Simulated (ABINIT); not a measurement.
# How BP absorbs and reflects light

Aim: the dielectric function of BP, and the optical constants that follow from it.

Calculated with ABINIT 10.8.3; DFT, LDA, plane waves with norm-conserving potentials (PseudoDojo 0.4.1), scalar-relativistic, independent-particle linear optical response without local fields.

### Step 1. The structure

The structure is cubic, space group F-43m (No. 216). Conventional cell: a = 4.538 Å, b = 4.538 Å, c = 4.538 Å, α = 90.00°, β = 90.00°, γ = 90.00°. Nearest to P lie 4 B at 1.97 Å. Nearest to B lie 4 P at 1.97 Å. Farther neighbours are not listed.

Coordinates:

```cif
data_structure
_symmetry_space_group_name_H-M 'F-43m'
_symmetry_Int_Tables_number 216
_cell_length_a 4.5380
_cell_length_b 4.5380
_cell_length_c 4.5380
_cell_angle_alpha 90.000
_cell_angle_beta 90.000
_cell_angle_gamma 90.000
_cell_volume 93.45
loop_
_atom_site_label
_atom_site_type_symbol
_atom_site_symmetry_multiplicity
_atom_site_Wyckoff_symbol
_atom_site_fract_x
_atom_site_fract_y
_atom_site_fract_z
_atom_site_occupancy
P1 P 4 c 0.25000 0.25000 0.25000 1
B1 B 4 a 0.00000 0.00000 0.00000 1
```

### Step 2. Ground state, bands and velocity matrix elements

First the ground state: is it a metal or has it a gap?

This step: DFT, LDA, plane waves with norm-conserving potentials (PseudoDojo 0.4.1), scalar-relativistic, ground state, bands at fixed density and velocity matrix elements (ABINIT 10.8.3).

File run.abi:

```
# ground state, bands on a dense mesh, and the derivatives d/dk of the wave functions
ndtset 3

ngkpt1 8 8 8
shiftk1 0.0 0.0 0.0
tolvrs1 1.0d-12
nband1 8
prtden1 1

iscf2 -2
getden2 1
ngkpt2 12 12 12
shiftk2 0.0 0.0 0.0
kptopt2 1
nband2 18
nbdbuf2 4
tolwfr2 1.0d-14

optdriver3 8
wfk_task3 "wfk_ddk"
prtevk3 1
getwfk3 2
getden3 1
iscf3 -2
ngkpt3 12 12 12
shiftk3 0.0 0.0 0.0
kptopt3 1
nband3 18

nshiftk 1
occopt 3
tsmear 0.001837
ecut 35.0
nstep 80
iomode 3
chksymbreak 0
chkprim 0
chksymtnons 0
acell 3*1.0 Angstrom
rprim
  0.000000000000 2.269000000000 2.269000000000
  2.269000000000 0.000000000000 2.269000000000
  2.269000000000 2.269000000000 0.000000000000
natom 2
ntypat 2
znucl 15 5
typat 1 2
xred
  0.750000000000 0.750000000000 0.750000000000
  0.000000000000 0.000000000000 0.000000000000
pseudos "P.upf, B.upf"
```

Run with:

```sh
mpirun -n 4 abinit run.abi
```

Numbers of over 12 decimals in the logs are rounded to 6 here.

What it wrote:

```text
DATASET    1 : space group F-4 3 m (#216); Bravais cF (face-center cubic)
 DATASET    2 : space group F-4 3 m (#216); Bravais cF (face-center cubic)
 DATASET    3 : space group F-4 3 m (#216); Bravais cF (face-center cubic)
            ngfft          36      36      36
                         0.04688    0.04688    0.04688    0.04688    0.04688    0.02344
                         0.01172    0.04688    0.04688    0.04688    0.02344    0.01172
                         0.04688    0.02344    0.00586    0.04688    0.09375    0.04688
                         0.04688    0.09375    0.04688    0.02344    0.01172
                         0.00231    0.00347    0.01389    0.01389    0.01389    0.01389
                         0.01389    0.01389    0.01389    0.01389    0.01389    0.00694
                         0.00347    0.01389    0.01389    0.01389    0.01389    0.01389
                         0.01389    0.01389    0.00694    0.00347    0.01389    0.01389
                         0.01389    0.01389    0.01389    0.00694    0.00347    0.01389
                         0.01389    0.01389    0.00694    0.00347    0.01389    0.00694
                         0.00174    0.01389    0.02778    0.02778    0.02778    0.01389
                         0.00231    0.00347    0.01389    0.01389    0.01389    0.01389
                         0.01389    0.01389    0.01389    0.01389    0.01389    0.00694
                         0.00347    0.01389    0.01389    0.01389    0.01389    0.01389
                         0.01389    0.01389    0.00694    0.00347    0.01389    0.01389
                         0.01389    0.01389    0.01389    0.00694    0.00347    0.01389
                         0.01389    0.01389    0.00694    0.00347    0.01389    0.00694
[...]
== DATASET  1 ==================================================================
 Real(R)+Recip(G) space primitive vectors, cartesian coordinates (Bohr,Bohr^-1):
 R(1)=  0.0000000  4.2877886  4.2877886  G(1)= -0.1166102  0.1166102  0.1166102
 R(2)=  4.2877886  0.0000000  4.2877886  G(2)=  0.1166102 -0.1166102  0.1166102
 R(3)=  4.2877886  4.2877886  0.0000000  G(3)=  0.1166102  0.1166102 -0.1166102
 Unit cell volume ucvol=  1.5766311E+02 bohr^3
 Angles (23,13,12)=  6.00000000E+01  6.00000000E+01  6.00000000E+01 degrees
 getcut: wavevector=  0.0000  0.0000  0.0000  ngfft=  36  36  36
 getcut : COMMENT -
     iter   Etot(hartree)      deltaE(h)  residm     vres2
 ETOT  1  -9.913107    -9.913E+00 1.103E-01 1.589E+02
 ETOT  2  -9.939510    -2.640E-02 5.289E-03 3.359E+01
 ETOT  3  -9.945325    -5.816E-03 2.352E-03 2.974E-01
 ETOT  4  -9.945368    -4.314E-05 3.906E-04 1.417E-03
 ETOT  5  -9.945369    -8.065E-08 2.963E-04 1.050E-05
 ETOT  6  -9.945369    -8.959E-10 6.533E-05 1.605E-07
 ETOT  7  -9.945369    -1.690E-11 5.223E-05 2.909E-09
 ETOT  8  -9.945369    -2.096E-13 1.003E-05 4.432E-11
 ETOT  9  -9.945369     4.441E-14 7.898E-06 1.221E-13
 At SCF step    9       vres2   =  1.22E-13 < tolvrs=  1.00E-12 =>converged.
 Cartesian components of stress tensor (hartree/bohr^3)
  sigma(1 1)=  1.91980123E-04  sigma(3 2)=  0.00000000E+00
  sigma(2 2)=  1.91980123E-04  sigma(3 1)=  0.00000000E+00
  sigma(3 3)=  1.91980123E-04  sigma(2 1)=  0.00000000E+00
 Mean square residual over all n,k,spin=   51.719E-09; max=  78.978E-07
 Fermi (or HOMO) energy (hartree) =   0.28864   Average Vxc (hartree)=  -0.40614
 Eigenvalues (hartree) for nkpt=  29  k points:
 kpt#   1, nband=  8, wtk=  0.00195, kpt=  0.0000  0.0000  0.0000 (reduced coord)
  -0.29912    0.26677    0.26677    0.26677    0.39121    0.39121    0.39121    0.53650
   2.00000    1.99999    1.99999    1.99999    0.00000    0.00000    0.00000    0.00000
kinetic             :  4.66349733589634E+00
hartree             :  6.28247693633914E-01
xc                  : -3.32049290576855E+00
Ewald energy        : -1.04916197636976E+01
psp_core            :  5.18844228886739E-01
local_psp           : -3.01832688569631E+00
non_local_psp       :  1.07448172389572E+00
internal            : -9.94536857284976E+00
'-kT*entropy'       : -3.89278028358131E-09
total_energy        : -9.94536857674254E+00
total_energy_eV     : -2.70627265700383E+02
 Cartesian components of stress tensor (hartree/bohr^3)
  sigma(1 1)=  1.91980123E-04  sigma(3 2)=  0.00000000E+00
  sigma(2 2)=  1.91980123E-04  sigma(3 1)=  0.00000000E+00
  sigma(3 3)=  1.91980123E-04  sigma(2 1)=  0.00000000E+00
-Cartesian components of stress tensor (GPa)         [Pressure= -5.6483E+00 GPa]
== DATASET  2 ==================================================================
 Real(R)+Recip(G) space primitive vectors, cartesian coordinates (Bohr,Bohr^-1):
 R(1)=  0.0000000  4.2877886  4.2877886  G(1)= -0.1166102  0.1166102  0.1166102
 R(2)=  4.2877886  0.0000000  4.2877886  G(2)=  0.1166102 -0.1166102  0.1166102
 R(3)=  4.2877886  4.2877886  0.0000000  G(3)=  0.1166102  0.1166102 -0.1166102
 Unit cell volume ucvol=  1.5766311E+02 bohr^3
 Angles (23,13,12)=  6.00000000E+01  6.00000000E+01  6.00000000E+01 degrees
 getcut: wavevector=  0.0000  0.0000  0.0000  ngfft=  36  36  36
 getcut : COMMENT -
 Mean square residual over all n,k,spin=   44.995E-16; max=  99.934E-16
 Eigenvalues (hartree) for nkpt=  72  k points:
 kpt#   1, nband= 18, wtk=  0.00058, kpt=  0.0000  0.0000  0.0000 (reduced coord)
  -0.29912    0.26677    0.26677    0.26677    0.39121    0.39121    0.39121    0.53650
   0.68092    0.71072    0.71072    0.83855    0.83855    0.83855    1.04554    1.36909
== DATASET  3 ==================================================================
            ngfft          36      36      36
[...]
0.04688    0.09375    0.04688    0.02344    0.01172
[...]
0.00174    0.01389    0.02778    0.02778    0.02778    0.01389
                         0.00231    0.00347    0.01389    0.01389    0.01389    0.01389
                         0.01389    0.01389    0.01389    0.01389    0.01389    0.00694
                         0.00347    0.01389    0.01389    0.01389    0.01389    0.01389
                         0.01389    0.01389    0.00694    0.00347    0.01389    0.01389
                         0.01389    0.01389    0.01389    0.00694    0.00347    0.01389
                         0.01389    0.01389    0.00694    0.00347    0.01389    0.00694
                         0.00174    0.01389    0.02778    0.02778    0.02778    0.01389
[shortened to cell, iterations, levels, energies and stress; the echo of variables, forces, comments, warnings and credits are left out]
```

The job ended after 52 s (4 MPI ranks of AMD EPYC (Zen 3), shared host; peak memory 0.1 GiB; 3.4 min of CPU time).

This step gave:

```
total energy           : -9.945 Ha
gap on the k-mesh      : 1.197 eV
direct gap on the mesh : 3.386 eV
```

There is a gap, 1.20 eV on this mesh (points off the mesh can give less), so no carriers' term is needed.

### Step 3. Optical response

The spectrum is a sum over vertical transitions between filled and empty bands at the fixed density, so many empty bands are needed.

This step: DFT, LDA, plane waves with norm-conserving potentials (PseudoDojo 0.4.1), scalar-relativistic, independent-particle linear optical response without local fields (ABINIT 10.8.3).

File optic.abi:

```
&FILES
 ddkfile_1 = 'runo_DS3_1_EVK.nc',
 ddkfile_2 = 'runo_DS3_2_EVK.nc',
 ddkfile_3 = 'runo_DS3_3_EVK.nc',
 wfkfile = 'runo_DS2_WFK.nc'
/
&PARAMETERS
 broadening = 0.001470,
 domega = 0.0014700,
 maxomega = 0.58799,
 scissor = 0.0,
 tolerance = 0.002,
 nband_sum = 14
/
&COMPUTATIONS
 num_lin_comp = 1,
 lin_comp = 11,
 num_nonlin_comp = 0,
 num_linel_comp = 0,
 num_nonlin2_comp = 0
/
```

Run with:

```sh
optic optic.abi
```

What it wrote:

```text

 OPTIC has originally been developed by
 S. Sharma, J. K. Dewhurst and C. Ambrosch-Draxl, Phys. Rev. B 67, 165332 (2003), and
 S. Sharma and C. Ambrosch-Draxl, Physica Scripta T 109 (2004).

 rprimd(bohr)      =   0.00000   4.28779   4.28779
                       4.28779   0.00000   4.28779
                       4.28779   4.28779   0.00000
 natom             =       2
 nkpt,mband        =      72      18
 ecut              =  35.00000 Ha
 newocc: new Fermi energy is       0.288258 , with nelect=      8.000000, Number of bisection calls: 25
 Fermi level: 7.8439  (eV)

 fermie            =   0.28826 Ha   7.84390 eV
 Scissor shift     =   0.00000 Ha
 Tolerance on closeness to singularities     =   0.00200 Ha
 Smearing factor      =   0.00147 Ha
 Will use the antiresonant approximation (meaning that the antiresonant terms are neglected)
 Will not perform the bands decomposition
 linear coeffs to be calculated :
 11
 non-linear coeffs to be calculated :

 electronic part of electro-optic coeffs to be calculated :

 non-linear coeffs (V2) to be calculated :

 linear optic matrix elements will be printed :0
 optic : Call pmat2cart
 No scissor shift to be applied. Returning to main optic routine.
 optic : Call linopt
  linopt            1           1
 calculated the component:           1           1   of dielectric function
  with broadening:         (0.000000,1.46999999999999995E-003)
 and scissors shift:   0.000000
 energy window:   39.414992      eV   1.448474      Ha
 optic : Call nlinopt
 optic : Call linelop
 optic : Call nonlinopt

================================================================================

 Calculation completed.
-
program: optic
version: 10.8.3
start_datetime:
end_datetime:
overall_cpu_time:           0.3
overall_wall_time:           0.3
mpi_procs: 1
omp_threads: 1
...
```

Run time: 1.1 s. Hardware: 1 thread; peak memory 0.05 GiB.

Read-outs, printed or worked out from the files:

- electronic dielectric constant ε∞, mean over x, y and z (by symmetry where fewer were run): 9.597

The Im ε, E ∥ x has structure finer than the step of the table below, so its rows give means over 0.5 eV, whole bins alone (the curve runs from 0.0400 to 15.5 eV). Peaks (eV: height): 3.88: 12.6, 4.68: 15.5, 5.00: 16.5, 5.80: 51.2, 6.44: 23.0, 6.72: 46.2, 7.16: 19.2.

Sum at mesh points, not converged in k; values under the direct gap are tails of Lorentzian lines. Im ε, E ∥ x against photon energy; means over each step:

```tsv
photon energy (eV)	Im ε, E ∥ x
0.5	0.0106
1.0	0.0224
1.5	0.0374
2.0	0.0588
2.5	0.0960
3.0	0.211
3.5	1.84
4.0	6.18
4.5	7.55
5.0	12.4
5.5	32.6
6.0	21.5
6.5	23.7
7.0	15.8
7.5	9.19
8.0	3.72
8.5	4.94
9.0	4.73
9.5	5.28
10.0	3.66
10.5	2.13
11.0	1.54
11.5	1.85
12.0	1.96
12.5	1.56
13.0	1.22
13.5	1.12
14.0	0.905
14.5	0.821
15.0	0.841
```

The reflectivity at normal incidence, E ∥ x has structure finer than the step of the table below, so its rows give means over 0.5 eV, whole bins alone (the curve runs from 0.0400 to 15.5 eV). Peaks (eV: height): 5.92: 78.6, 6.80: 78.9, 7.24: 74.5, 7.80: 85.8, 10.20: 74.2, 10.64: 81.2, 14.60: 72.6.

Sum at mesh points, not converged in k. Reflectivity at normal incidence, E ∥ x against photon energy; means over each step:

```tsv
photon energy (eV)	reflectivity at normal incidence, E ∥ x (%)
0.5	26.3
1.0	26.7
1.5	27.4
2.0	28.5
2.5	30.1
3.0	32.7
3.5	36.8
4.0	38.6
4.5	41.9
5.0	44.8
5.5	57.4
6.0	61.3
6.5	53.5
7.0	68.5
7.5	71.7
8.0	68.8
8.5	60.2
9.0	49.9
9.5	54.7
10.0	65.6
10.5	71.7
11.0	64.0
11.5	57.5
12.0	52.2
12.5	57.2
13.0	61.3
13.5	59.9
14.0	60.0
14.5	59.4
15.0	54.3
```

The loss function −Im 1/ε at q → 0, E ∥ x has structure finer than the step of the table below, so its rows give means over 0.5 eV, whole bins alone (the curve runs from 0.0400 to 15.5 eV). Peaks (eV: height): 11.04: 0.294, 11.84: 0.311, 13.28: 0.328, 13.84: 0.330, 14.44: 0.409, 14.88: 0.533, 15.24: 0.430.

Sum at mesh points, not converged in k; values under the direct gap are tails of Lorentzian lines. Loss function −Im 1/ε at q → 0, E ∥ x against energy loss; means over each step:

energy loss (eV), loss function −Im 1/ε at q → 0, E ∥ x and a bar:
```
      0.5      0.000 
      1.0      0.000 
      1.5      0.000 
      2.0      0.000 
      2.5      0.001 
      3.0      0.001 
      3.5      0.006 
      4.0      0.020 ##
      4.5      0.016 #
      5.0      0.023 ##
      5.5      0.018 #
      6.0      0.049 ####
      6.5      0.045 ###
      7.0      0.041 ###
      7.5      0.044 ###
      8.0      0.080 ######
      8.5      0.100 ########
      9.0      0.149 ###########
      9.5      0.117 #########
     10.0      0.092 #######
     10.5      0.090 #######
     11.0      0.165 ############
     11.5      0.195 ###############
     12.0      0.233 ##################
     12.5      0.219 ################
     13.0      0.216 ################
     13.5      0.245 ##################
     14.0      0.286 #####################
     14.5      0.321 ########################
     15.0      0.400 ##############################
```

At chosen wavelengths:

```tsv
wavelength (nm)	n	k	R (%)	1/α
800	3.21	0.006	27.5	11 µm
633	3.28	0.009	28.4	5.9 µm
532	3.37	0.012	29.5	3.6 µm
450	3.53	0.018	31.2	2.0 µm
405	3.70	0.029	33.0	1.1 µm
308	3.93	0.428	35.8	57 nm
248	4.63	1.778	46.9	11 nm
```

Below the direct gap, k and the depth come from the tails of the Lorentzian lines, not from transitions.

Rows near the edge hang on the gap, which this functional as a rule makes too small, and phonon-assisted absorption is left out.

### Step 4. Outcome

```yaml
electronic_dielectric_constant_eps_infinity_mean_over_x_y_and_z_by_symmetry_where_fewer_were_run_independent_particles: 9.60
```

At this level (LDA, independent particles) BP has ε∞ = 9.60 and n = 3.13 at 1550 nm. On the mesh the gap is 1.20 eV and the least direct gap 3.39 eV, so on this mesh the band edges lie at different points. Excitons and phonon-assisted transitions are missing, and so are local fields; LDA gaps are as a rule too small, which pulls the onset down and ε∞ up. The curves end at 16 eV, about where the summed bands run out. The sum runs over mesh points 0.20 Å⁻¹ apart with no interpolation, so peaks are partly noise of the mesh and static values carry its error.

[Logs are printed without paths, hosts, clocks, repeated set-up lines and the standing remarks that a program may print on its own settings, such as how far it seeks lower states.]

[Hosts, paths, dates, database ids (printed as entryN), source tags and the programs' standing remarks are cut or masked in the printed files.]
